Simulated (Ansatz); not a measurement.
# Pt(111) with 4 thermally displaced layers, 2x2: scattering by thermal displacements, part 2 of 2

How much do lattice vibrations at 800 K scatter the electrons of Pt? Layers with random displacements are laid between perfect leads, and the resistance is followed against their length.

Ansatz 0.2.0; Ansatz plane-wave DFT, PBE, PAW files; ballistic transport by layer matching (Landauer), zero bias; PAW set soft_1.

So far, open channels per spin nearest the Fermi level: step 2 (with 4 displaced layers) 6.89.

## Step 3: With 8 displaced layers

Each atom of 8 layers is moved at random, by amounts drawn from a normal law 0.1019 Å wide in each direction from the Debye model (240 K) at 800 K. A fresh draw is used; the growth of the resistance with length is what counts.

System of this step: Pt(111) with 8 thermally displaced layers, 2x2. The cell holds 56 atoms: 56 Pt. Cell: a = 5.546 Å, b = 5.546 Å, c = 31.740 Å, α = 87.5°, β = 92.5°, γ = 120.0°. It derives from Pt. Regions: lead, 24 atoms (24 Pt); scattering region, 32 atoms (32 Pt). The structure is stacked along c, and the current runs across the ab planes.

Contents of input.yaml:

```yaml
crystal:
  lattice:
    - [5.5462627489, 0.0, 0.0]
    - [-2.7731313745, 4.8032044366, 0.0]
    - [-1.3865656872, 0.8005340728, 31.6995319999]
  atoms:
    - { symbol: Pt, position: [0.005952381, 0.994047619, 0.0357142857] }
    - { symbol: Pt, position: [0.005952381, 0.494047619, 0.0357142857] }
    - { symbol: Pt, position: [0.505952381, 0.994047619, 0.0357142857] }
    - { symbol: Pt, position: [0.505952381, 0.494047619, 0.0357142857] }
    - { symbol: Pt, position: [0.1845238095, 0.3154761905, 0.1071428571] }
    - { symbol: Pt, position: [0.1845238095, 0.8154761905, 0.1071428571] }
    - { symbol: Pt, position: [0.6845238095, 0.3154761905, 0.1071428571] }
    - { symbol: Pt, position: [0.6845238095, 0.8154761905, 0.1071428571] }
    - { symbol: Pt, position: [0.3630952381, 0.1369047619, 0.1785714286] }
    - { symbol: Pt, position: [0.3630952381, 0.6369047619, 0.1785714286] }
    - { symbol: Pt, position: [0.8630952381, 0.1369047619, 0.1785714286] }
    - { symbol: Pt, position: [0.8630952381, 0.6369047619, 0.1785714286] }
    - { symbol: Pt, position: [0.0889156031, 0.9860456338, 0.2511489794] }
    - { symbol: Pt, position: [0.0197679839, 0.4578870642, 0.2521105695] }
    - { symbol: Pt, position: [0.5224148411, 0.9664866752, 0.2513820135] }
    - { symbol: Pt, position: [0.5415398085, 0.4335633483, 0.2478726236] }
    - { symbol: Pt, position: [0.2007400935, 0.2540091019, 0.3270206459] }
    - { symbol: Pt, position: [0.2144770753, 0.7868805156, 0.3205972597] }
    - { symbol: Pt, position: [0.7636818935, 0.3074378774, 0.3234648026] }
    - { symbol: Pt, position: [0.6806663051, 0.7804995103, 0.3236266252] }
    - { symbol: Pt, position: [0.411678534, 0.087103464, 0.3987149165] }
    - { symbol: Pt, position: [0.3680291374, 0.5866531806, 0.3958633322] }
    - { symbol: Pt, position: [0.921055257, 0.1435761134, 0.3934632328] }
    - { symbol: Pt, position: [0.8825841728, 0.5937640283, 0.3893491038] }
    - { symbol: Pt, position: [0.0609026503, 0.9356836745, 0.4661541646] }
    - { symbol: Pt, position: [0.0940683201, 0.4057027836, 0.4697162013] }
    - { symbol: Pt, position: [0.5885710748, 0.9562566545, 0.4628943061] }
    - { symbol: Pt, position: [0.5670688961, 0.4273662918, 0.46760184] }
    - { symbol: Pt, position: [0.2519804469, 0.2323425728, 0.5314022591] }
    - { symbol: Pt, position: [0.2360623275, 0.7541831933, 0.538896217] }
    - { symbol: Pt, position: [0.7420033215, 0.2207840008, 0.5385211196] }
    - { symbol: Pt, position: [0.7251926297, 0.7285850182, 0.5377108605] }
    - { symbol: Pt, position: [0.3969641614, 0.0739858216, 0.6052728796] }
    - { symbol: Pt, position: [0.4358370387, 0.56376166, 0.6077926557] }
    - { symbol: Pt, position: [0.939995299, 0.0486237337, 0.6117113199] }
    - { symbol: Pt, position: [0.9574412942, 0.5827542885, 0.6108878994] }
    - { symbol: Pt, position: [0.1365627029, 0.9047738698, 0.6788144623] }
    - { symbol: Pt, position: [0.0850328504, 0.3844517147, 0.676097436] }
    - { symbol: Pt, position: [0.589389233, 0.8926932467, 0.6767435399] }
    - { symbol: Pt, position: [0.5832509535, 0.3646305972, 0.6794343905] }
    - { symbol: Pt, position: [0.3122798212, 0.2364006168, 0.7499552643] }
    - { symbol: Pt, position: [0.3263036473, 0.737470211, 0.753697787] }
    - { symbol: Pt, position: [0.7614206008, 0.2342214948, 0.7510918797] }
    - { symbol: Pt, position: [0.8035970185, 0.7160049213, 0.7512305658] }
    - { symbol: Pt, position: [0.4702380952, 0.0297619048, 0.8214285714] }
    - { symbol: Pt, position: [0.4702380952, 0.5297619048, 0.8214285714] }
    - { symbol: Pt, position: [0.9702380952, 0.0297619048, 0.8214285714] }
    - { symbol: Pt, position: [0.9702380952, 0.5297619048, 0.8214285714] }
    - { symbol: Pt, position: [0.1488095238, 0.8511904762, 0.8928571429] }
    - { symbol: Pt, position: [0.1488095238, 0.3511904762, 0.8928571429] }
    - { symbol: Pt, position: [0.6488095238, 0.8511904762, 0.8928571429] }
    - { symbol: Pt, position: [0.6488095238, 0.3511904762, 0.8928571429] }
    - { symbol: Pt, position: [0.3273809524, 0.1726190476, 0.9642857143] }
    - { symbol: Pt, position: [0.3273809524, 0.6726190476, 0.9642857143] }
    - { symbol: Pt, position: [0.8273809524, 0.1726190476, 0.9642857143] }
    - { symbol: Pt, position: [0.8273809524, 0.6726190476, 0.9642857143] }
kpoints:
  mp_grid: { grid: [5, 5, 1] }
hamiltonian:
  xc: pbe
  pseudopotentials: { kind: paw, azcp: { folder: soft_1 } }
scf:
  occupations: { method: fermi_dirac, width: 0.1 }
output:
  transmission:
    leads: [[0, 4]]
    kmesh: [10, 10]
    e_range: [-0.05, 0.05]
    de: 0.05
  write_potential: true
  write_density: true
  volumetric_format: npy
```

On the command line:

```console
$ ansatz run input.yaml --threads 4 --pin off --max-ram 15360MiB --backend cpu --events-out ev --progress --plain --runs-dir out
```

Numbers of over 12 decimals in the logs are rounded to 6 here.

The program printed:

```text
[...]
Crystal: 56 atoms, lattice volume = 844.470 Å³
Basis set: ecut = 420 eV, 16521 PW (Γ)
Bands: 605, of which v1, the nominal top of the filled ones, is band 504 counted from 1 (503 counted from 0)
Symmetry: 1 space group operations
[...]
k-points: 13 of 25 (time reversal used)
[...]
SCF iter   1: F=—  HF=-701394.575567 eV  |F-HF|=—  |Δ(HF+E_count)|=         —  Δρ=8.52e-2  dr2=6.28e1  ethr=3.10e-3  ⟨swp⟩=4.4  Hψ=23051  notcnv=0  defer=403
[...]
SCF iter   9: F=-701376.558275 eV  HF=-701376.558275 eV  |F-HF|=5.25e-8  |Δ(HF+E_count)|=   4.71e-8  Δρ=1.88e-6  dr2=6.74e-8  ethr=9.92e-12  ⟨swp⟩=7.0  Hψ=25044  notcnv=0
SCF 1 converged in 9 iterations: F = -701376.558275 eV  dr2 = 6.74e-8
[...]
transmission: 308 of 3068 steps passed
transmission: 614 of 3068 steps passed
[...]
transmission: 3068 of 3068 steps passed
SCF converged after 9 iterations
Free energy (F): -701376.558275 eV
[...]
Internal energy: -701373.470066 eV  (E = F + TS)
E sigma→0 (E₀):  -701375.014171 eV
Entropy (-TS):   -3.088209 eV (-55.147 meV/atom)
Fermi energy:    23.455828 eV
[...]
--- Band table (eV; the first three rows and the last of 13) ---
  k-point 0: bands = [... 500 lower, 23.6203, 23.6299, 23.6522, 23.6549, 23.6671, 23.6848, 23.6987, 23.7070, ... 97 higher]
  k-point 1: bands = [... 500 lower, 23.4469, 23.4622, 23.4708, 23.4810, 23.5040, 23.5276, 23.5536, 23.5916, ... 97 higher]
  k-point 2: bands = [... 500 lower, 23.4328, 23.4478, 23.4759, 23.4939, 23.5047, 23.5257, 23.5342, 23.5509, ... 97 higher]
  k-point 12: bands = [... 500 lower, 23.3574, 23.3830, 23.3992, 23.4142, 23.4441, 23.4601, 23.4697, 23.5204, ... 97 higher]
--- Transmission ---
  basis      : 241 plane waves across, 59 finite elements along
  points     : 52, standing for a mesh of 10 x 10
[...]
channels       : 6.890000e0 a spin
[...]
junction   : crystal 0 to crystal 0, 0.70 to 30.13 Å
    transmission   : 3.418263e0 a spin
[...]
```

Elapsed: 14 min, on 4 threads of Arm Neoverse V2, shared host; peak memory 9.6 GiB.

This step gave:

- free energy: -701376.5583 eV
- energy at zero smearing: -701375.0142 eV
- Fermi energy: 23.46 eV
- transmission per spin nearest the Fermi level: 3.418
- step of the lead's potential: 7.2 meV

Per spin. Table of transmission, zone mean by energy, zero at the Fermi level:

```csv
energy (eV),"transmission, zone mean"
-0.0500,3.55
0.0000,3.42
0.0500,3.26
```

Over the solved energies the transmission per spin lies between 3.26 and 3.55, out of 6.75 channels of the lead on average (up to 7.16).

## Step 4: With 12 displaced layers

Each atom of 12 layers is moved at random, by amounts drawn from a normal law 0.1019 Å wide in each direction from the Debye model (240 K) at 800 K. A fresh draw is used; the growth of the resistance with length is what counts.

System of this step: Pt(111) with 12 thermally displaced layers, 2x2. The cell holds 72 atoms: 72 Pt. Cell: a = 5.546 Å, b = 5.546 Å, c = 40.757 Å, α = 90.0°, β = 90.0°, γ = 120.0°. It derives from Pt. Regions: lead, 24 atoms (24 Pt); scattering region, 48 atoms (48 Pt). The structure is stacked along c, and the current runs across the ab planes.

Contents of input.yaml:

```yaml
crystal:
  lattice:
    - [5.5462627489, 0.0, 0.0]
    - [-2.7731313745, 4.8032044366, 0.0]
    - [0.0, 0.0, 40.7565411427]
  atoms:
    - { symbol: Pt, position: [0.0, 0.0, 0.0277777778] }
    - { symbol: Pt, position: [0.0, 0.5, 0.0277777778] }
    - { symbol: Pt, position: [0.5, 0.0, 0.0277777778] }
    - { symbol: Pt, position: [0.5, 0.5, 0.0277777778] }
    - { symbol: Pt, position: [0.1666666667, 0.3333333333, 0.0833333333] }
    - { symbol: Pt, position: [0.1666666667, 0.8333333333, 0.0833333333] }
    - { symbol: Pt, position: [0.6666666667, 0.3333333333, 0.0833333333] }
    - { symbol: Pt, position: [0.6666666667, 0.8333333333, 0.0833333333] }
    - { symbol: Pt, position: [0.3333333333, 0.1666666667, 0.1388888889] }
    - { symbol: Pt, position: [0.3333333333, 0.6666666667, 0.1388888889] }
    - { symbol: Pt, position: [0.8333333333, 0.1666666667, 0.1388888889] }
    - { symbol: Pt, position: [0.8333333333, 0.6666666667, 0.1388888889] }
    - { symbol: Pt, position: [0.0020616239, 0.9923845978, 0.189689294] }
    - { symbol: Pt, position: [0.9894718932, 0.4829464633, 0.1971454563] }
    - { symbol: Pt, position: [0.4955794229, 0.0017711754, 0.192319955] }
    - { symbol: Pt, position: [0.4904948163, 0.4997552922, 0.1907301768] }
    - { symbol: Pt, position: [0.1710665217, 0.3310826983, 0.2470350382] }
    - { symbol: Pt, position: [0.1280414269, 0.8442192444, 0.2492558737] }
    - { symbol: Pt, position: [0.654422257, 0.3283226178, 0.2545422045] }
    - { symbol: Pt, position: [0.6666705013, 0.8351712159, 0.2462814872] }
    - { symbol: Pt, position: [0.3733372504, 0.1861338746, 0.3082234887] }
    - { symbol: Pt, position: [0.3439340977, 0.6861161959, 0.3064831299] }
    - { symbol: Pt, position: [0.8429862422, 0.1634374451, 0.3018700124] }
    - { symbol: Pt, position: [0.831710886, 0.6256108029, 0.3049555799] }
    - { symbol: Pt, position: [0.9851781688, 0.9778726527, 0.3626442614] }
    - { symbol: Pt, position: [0.9916841624, 0.4907305527, 0.3624110058] }
    - { symbol: Pt, position: [0.5059783768, 0.0294712983, 0.3619899451] }
    - { symbol: Pt, position: [0.4706573476, 0.4587466961, 0.3578409976] }
    - { symbol: Pt, position: [0.1861006273, 0.3322596192, 0.4159586959] }
    - { symbol: Pt, position: [0.1832542822, 0.8061181545, 0.415202195] }
    - { symbol: Pt, position: [0.6642031724, 0.3457742045, 0.415007458] }
    - { symbol: Pt, position: [0.6383659589, 0.7992753645, 0.4184904476] }
    - { symbol: Pt, position: [0.3430925006, 0.1565589319, 0.4726306633] }
    - { symbol: Pt, position: [0.3045751493, 0.6566557619, 0.4756678693] }
    - { symbol: Pt, position: [0.8603380039, 0.215687828, 0.4702538006] }
    - { symbol: Pt, position: [0.8419221049, 0.6625184351, 0.4736370829] }
    - { symbol: Pt, position: [0.9939137544, 0.9880925303, 0.5256082512] }
    - { symbol: Pt, position: [0.0555187255, 0.4983588969, 0.5227349996] }
    - { symbol: Pt, position: [0.4952750878, 0.0143866084, 0.5265274774] }
    - { symbol: Pt, position: [0.5356329918, 0.5212688297, 0.5273968461] }
    - { symbol: Pt, position: [0.1473296621, 0.3120135226, 0.581583026] }
    - { symbol: Pt, position: [0.1523746594, 0.8588881455, 0.5873109739] }
    - { symbol: Pt, position: [0.6310483395, 0.308260451, 0.5789110658] }
    - { symbol: Pt, position: [0.6160005384, 0.7674232554, 0.5804769979] }
    - { symbol: Pt, position: [0.3534972841, 0.1593322066, 0.6410258268] }
    - { symbol: Pt, position: [0.3430272603, 0.7040244054, 0.6393870451] }
    - { symbol: Pt, position: [0.8533925291, 0.2208238548, 0.638077528] }
    - { symbol: Pt, position: [0.8130350724, 0.6709507816, 0.6387917796] }
    - { symbol: Pt, position: [0.0098164218, 0.9804448237, 0.6964566863] }
    - { symbol: Pt, position: [0.0085860146, 0.4858330489, 0.6948526456] }
    - { symbol: Pt, position: [0.5096213132, 0.0497732226, 0.6926837022] }
    - { symbol: Pt, position: [0.4803671859, 0.4773851094, 0.6935789479] }
    - { symbol: Pt, position: [0.1747041462, 0.3496242396, 0.7484734424] }
    - { symbol: Pt, position: [0.1482255231, 0.8032783424, 0.7479310323] }
    - { symbol: Pt, position: [0.7283519157, 0.3554263723, 0.7480460034] }
    - { symbol: Pt, position: [0.6317416902, 0.8126334722, 0.7499457607] }
    - { symbol: Pt, position: [0.3260745656, 0.1508728657, 0.8023384007] }
    - { symbol: Pt, position: [0.3642618517, 0.6762505029, 0.8046189263] }
    - { symbol: Pt, position: [0.8236608487, 0.1554311194, 0.7982138019] }
    - { symbol: Pt, position: [0.8241012763, 0.6439519161, 0.8030482847] }
    - { symbol: Pt, position: [0.0, 0.0, 0.8611111111] }
    - { symbol: Pt, position: [0.0, 0.5, 0.8611111111] }
    - { symbol: Pt, position: [0.5, 0.0, 0.8611111111] }
    - { symbol: Pt, position: [0.5, 0.5, 0.8611111111] }
    - { symbol: Pt, position: [0.1666666667, 0.3333333333, 0.9166666667] }
    - { symbol: Pt, position: [0.1666666667, 0.8333333333, 0.9166666667] }
    - { symbol: Pt, position: [0.6666666667, 0.3333333333, 0.9166666667] }
    - { symbol: Pt, position: [0.6666666667, 0.8333333333, 0.9166666667] }
    - { symbol: Pt, position: [0.3333333333, 0.1666666667, 0.9722222222] }
    - { symbol: Pt, position: [0.3333333333, 0.6666666667, 0.9722222222] }
    - { symbol: Pt, position: [0.8333333333, 0.1666666667, 0.9722222222] }
    - { symbol: Pt, position: [0.8333333333, 0.6666666667, 0.9722222222] }
kpoints:
  mp_grid: { grid: [5, 5, 1] }
hamiltonian:
  xc: pbe
  pseudopotentials: { kind: paw, azcp: { folder: soft_1 } }
scf:
  occupations: { method: fermi_dirac, width: 0.1 }
output:
  transmission:
    leads: [[0, 4]]
    kmesh: [10, 10]
    e_range: [-0.05, 0.05]
    de: 0.05
  write_potential: true
  write_density: true
  volumetric_format: npy
```

The program printed:

```text
[...]
Crystal: 72 atoms, lattice volume = 1085.747 Å³
Basis set: ecut = 420 eV, 21305 PW (Γ)
Bands: 778, of which v1, the nominal top of the filled ones, is band 648 counted from 1 (647 counted from 0)
Symmetry: 1 space group operations
[...]
k-points: 13 of 25 (time reversal used)
[...]
SCF iter   1: F=—  HF=-901790.010184 eV  |F-HF|=—  |Δ(HF+E_count)|=         —  Δρ=8.53e-2  dr2=8.74e1  ethr=3.10e-3  ⟨swp⟩=4.8  Hψ=29482  notcnv=0  defer=561
[...]
SCF iter   9: F=-901766.911498 eV  HF=-901766.911498 eV  |F-HF|=5.58e-8  |Δ(HF+E_count)|=   2.95e-8  Δρ=1.90e-6  dr2=8.05e-8  ethr=7.72e-12  ⟨swp⟩=8.1  Hψ=40176  notcnv=0
SCF 1 converged in 9 iterations: F = -901766.911498 eV  dr2 = 8.05e-8
[...]
transmission: 396 of 3952 steps passed
transmission: 792 of 3952 steps passed
[...]
transmission: 3952 of 3952 steps passed
SCF converged after 9 iterations
Free energy (F): -901766.911498 eV
[...]
Internal energy: -901762.954036 eV  (E = F + TS)
E sigma→0 (E₀):  -901764.932767 eV
Entropy (-TS):   -3.957462 eV (-54.965 meV/atom)
Fermi energy:    23.460897 eV
[...]
--- Band table (eV; the first three rows and the last of 13) ---
  k-point 0: bands = [... 644 lower, 23.6216, 23.6258, 23.6375, 23.6438, 23.6553, 23.6715, 23.6861, 23.6970, ... 126 higher]
  k-point 1: bands = [... 644 lower, 23.4611, 23.4646, 23.4816, 23.4902, 23.5010, 23.5194, 23.5360, 23.5495, ... 126 higher]
  k-point 2: bands = [... 644 lower, 23.4242, 23.4351, 23.4539, 23.4722, 23.4977, 23.5077, 23.5266, 23.5353, ... 126 higher]
  k-point 12: bands = [... 644 lower, 23.3815, 23.4040, 23.4127, 23.4222, 23.4430, 23.4714, 23.4742, 23.4849, ... 126 higher]
--- Transmission ---
  basis      : 241 plane waves across, 76 finite elements along
  points     : 52, standing for a mesh of 10 x 10
[...]
channels       : 6.890000e0 a spin
[...]
junction   : crystal 0 to crystal 0, 0.70 to 39.19 Å
    transmission   : 2.442465e0 a spin
[...]
```

Elapsed: 26 min, on 4 threads; peak memory 8.4 GiB.

This step gave:

```
free energy                                   : -901766.9115 eV
energy at zero smearing                       : -901764.9328 eV
transmission per spin nearest the Fermi level : 2.442
step of the lead's potential                  : 21.6 meV
```

Per spin. Transmission, zone mean against energy, zero at the Fermi level:

```csv
energy (eV),"transmission, zone mean"
-0.0500,2.52
0.0000,2.44
0.0500,2.29
```

Over the solved energies the transmission per spin lies between 2.29 and 2.52, out of 6.71 channels of the lead on average (up to 7.04).

## Step 5: The fit

This step: Ansatz plane-wave DFT, PBE, PAW files; ballistic transport by layer matching (Landauer), zero bias; resistivity from the slope of the area resistance; PAW set soft_1 (Ansatz 0.2.0).

This step gave:

| Item | Value |
| --- | --- |
| resistivity | 38.27 µΩ cm |
| intercept | -0.1517 fΩ m² |
| scatter about the fit | 0.02954 fΩ m² |

Resistance, by row:

```csv
run,length (Å),T,channels N,RA (fΩ m²)
n4,9.057,4.743,6.753,0.2158
n8,18.11,3.408,6.753,0.4997
n12,27.17,2.419,6.713,0.9089
```

Table of area resistance by length of the displaced region:

```csv
length of the displaced region (Å),area resistance (fΩ m²)
9.06,0.216
18.11,0.500
27.17,0.909
```

The area resistance goes from 0.22 to 0.91 fΩ m² between 9.1 and 27.2 Å, a slope of 38 µΩ cm.

By hand from the end points: (0.9089 − 0.2158) fΩ m² / (27.17 − 9.06) Å = 38 µΩ cm, since 1 fΩ m² per Å is 1000 µΩ cm.

## Step 6: Results

```
resistivity from the slope  : 38.3 µΩ cm
area resistance over 9.06 Å : 0.216 fΩ m²
area resistance over 18.1 Å : 0.500 fΩ m²
area resistance over 27.2 Å : 0.909 fΩ m²
```

In words: The slope gives 38 µΩ cm. The points scatter by 0.030 fΩ m² about the line, with one random draw a length in a 2x2 cell, so the slope is a rough value. The mean square of the displacements drawn is 0.78, 0.99 and 1.2 of the nominal one at the three lengths; with each resistance scaled back by that, the slope is 27 µΩ cm, the value used below. Read with a model of isotropic scattering on a spherical Fermi surface and the lead's 2.0×10¹⁵ S/m², this slope means a mean free path near 14 Å; over these lengths the model's slope is within 3 % of its bulk resistivity. Uncorrelated displacements put too much weight on short waves, which scatter strongly; with the sideways repeat of a small cell, one draw and three short lengths, the method is good to a factor of two or three. Spin-orbit coupling is left out, which matters for Pt.

[Logs are printed without paths, hosts, clocks, repeated set-up lines and the standing remarks that a program may print on its own settings, such as how far it seeks lower states.]

[Hosts, paths, dates, database ids (printed as entryN), source tags and the programs' standing remarks are cut or masked in the printed files.]
